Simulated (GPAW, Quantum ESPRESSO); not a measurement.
A computed O K-edge spectrum of one site in a crystal of O and Ti, with its zero at a photon energy of about 527.1 eV (raw 535.9 eV, less 8.8 eV of added terms; LDA puts this hole about 4 eV below PBE, itself good to a few eV). Method: Quantum ESPRESSO XSpectra, LDA, excited-electron core hole (neutral cell) in a small cell, dipole transitions, broadening that rises with energy.

Energy from the energy zero of the input (xe0, at the border of filled and empty states); intensity scaled to a mean of 1 over the first 20 eV:

| E (eV) | intensity |
| --- | --- |
| -2.0 | 0.06 |
| -1.0 | 0.12 |
| 0.0 | 0.42 |
| 1.0 | 1.68 |
| 2.0 | 2.84 |
| 3.0 | 1.96 |
| 4.0 | 1.27 |
| 5.0 | 0.94 |
| 6.0 | 0.73 |
| 7.0 | 0.54 |
| 8.0 | 0.53 |
| 9.0 | 0.75 |
| 10.0 | 1.01 |
| 11.0 | 0.98 |
| 12.0 | 0.79 |
| 13.0 | 0.74 |
| 14.0 | 0.75 |
| 15.0 | 0.78 |
| 16.0 | 0.79 |
| 17.0 | 0.77 |
| 18.0 | 0.75 |
| 19.0 | 0.72 |
| 20.0 | 0.71 |
| 21.0 | 0.72 |
| 22.0 | 0.74 |
| 23.0 | 0.75 |
| 24.0 | 0.74 |
| 25.0 | 0.73 |
| 26.0 | 0.70 |
| 27.0 | 0.68 |
| 28.0 | 0.66 |
| 29.0 | 0.66 |
| 30.0 | 0.66 |
| 31.0 | 0.66 |
| 32.0 | 0.66 |

Q: Which coordination does this site have?

A K edge sees empty p states; the first features are O p mixed into the empty d states of the Ti neighbours, and the broad ones above probably into the cations' higher empty bands. It is atom 7 of Ti6O (P-31m), with 6 Ti at 2.08 Å (octahedral, site symmetry -3m). Its main maxima below 24 eV lie at 1.7 eV (3.05), 3.3 eV (2.18) and 10.4 eV (1.06). A near-edge spectrum doesn't fix the structure by itself; it is matched against candidates. The unit cell's mesh shows no gap over 0.35 eV. That is right for a metallic compound; for a small-gap or correlated insulator it would be the fault of the functional or of the assumed magnetic order, and the hole would be screened too well. Lifetime broadening is put in by hand, and intensities beyond about 20 eV depend on it and on the partial waves; weight that the partial waves miss at high energy is lost. The structure is a published determination, not relaxed.

[Hosts, paths, dates, database ids (printed as entryN), source tags and the programs' standing remarks are cut or masked in the printed files.]

[Lists of maxima count a maximum above −3 eV only where it reaches 4 % of the highest in the window and stands out from its surroundings by 2 % of it (1.5 % where it reaches 55 %); shoulders and weaker maxima are passed over, and of the rest the first, up to two pre-edge ones and the few strongest are named.]
